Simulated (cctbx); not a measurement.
## Accept or mend?

Cell a = 5.7190 Å, b = 10.0520 Å, c = 13.2170 Å, α = 90.00°, β = 90.00°, γ = 90.00°; space group Fddd (no. 70, origin choice 1). The compound is CdSn2Rh2.

Simulated single-crystal data (cctbx): Mo Kα, λ = 0.71073 Å, to d = 0.8 Å, 70 % of the full sphere, strongest reflection 70000 counts, noise from counting, a 4 % proportional error and a noise floor of 8 counts (s.d.); no absorption.

An anisotropic refinement with weights 1/σ² prints:

```text
Rint 0.028, 198 unique reflections to 0.80 A
cycle     R1     wR2    GooF  max shift (A)
   1  0.0517  0.1615   6.165   0.00338
   2  0.0115  0.0311   1.186   0.00000
final R1 0.0115 wR2 0.0311 GooF 1.186  parameters 13  data/parameter 15.2
atom        x        y        z      Ueq    occ   su(xyz)  su(Uiso or U11)
Sb1    0.25000  0.56996  0.75000   0.0220  1.000  0.00003  0.0002
Cd1    0.75000  0.75000  0.75000   0.0172  1.000  0.00000  0.0002
Rh1    0.25000  0.75000  0.86895   0.0207  1.000  0.00003  0.0002
difference map: max 0.49 min -0.53 rms 0.17
Q1    0.0496  0.0856  0.4001   32    0.51  1.60 A from Cd1
Q2    0.1327  0.0585  0.5406   32    0.48  1.10 A from Cd1
Q3    0.0817  0.0237  0.1297   32    0.45  0.54 A from Rh1
Q4    0.1074  0.9977  0.1953   32    0.43  1.18 A from Rh1
Q5    0.0000  0.0000  0.5000    8    0.43  0.00 A from Cd1
Q6    0.0801  0.1706  0.3904   32    0.39  1.29 A from Rh1
```

**Question.** Can this result stand? If not, what is the likely fault?

Mend it. The fault: wrong element: Sb1 is Sn. Against the right model at the same level, R1 goes from 0.0106 to 0.0115 and GooF from 1.00 to 1.19. Sb1 has 1 electron too many and its U swells to shed them, as expected (near an absorption edge f′ can widen the mismatch well beyond the difference in Z).

The compound is CdSn2Rh2. The right model at the same level gives:

```text
Rint 0.028, 198 unique reflections to 0.80 A
cycle     R1     wR2    GooF  max shift (A)
   1  0.0488  0.1552   5.924   0.00325
   2  0.0106  0.0263   1.004   0.00000
final R1 0.0106 wR2 0.0263 GooF 1.004  parameters 13  data/parameter 15.2
atom        x        y        z      Ueq    occ   su(xyz)  su(Uiso or U11)
Sn1    0.25000  0.56992  0.75000   0.0209  1.000  0.00003  0.0002
Cd1    0.75000  0.75000  0.75000   0.0177  1.000  0.00000  0.0002
Rh1    0.25000  0.75000  0.86896   0.0211  1.000  0.00002  0.0002
difference map: max 0.47 min -0.52 rms 0.17
Q1    0.0485  0.0863  0.3994   32    0.49  1.61 A from Cd1
Q2    0.1340  0.0577  0.5409   32    0.49  1.10 A from Cd1
Q3    0.1017  0.9956  0.1943   32    0.48  1.15 A from Rh1
Q4    0.0555  0.1318  0.9790   32    0.44  0.64 A from Sn1
Q5    0.0317  0.2012  0.5822   32    0.40  1.62 A from Sn1
Q6    0.0332  0.1069  0.4721   32    0.40  1.15 A from Cd1
```

The model is made up (kin elements in a known structure type, no relaxation), so it says nothing on whether the phase exists.

[Middle refinement cycles are left out of these outputs.]

[Logs are printed without paths, hosts, clocks, repeated set-up lines and the standing remarks that a program may print on its own settings, such as how far it seeks lower states.]
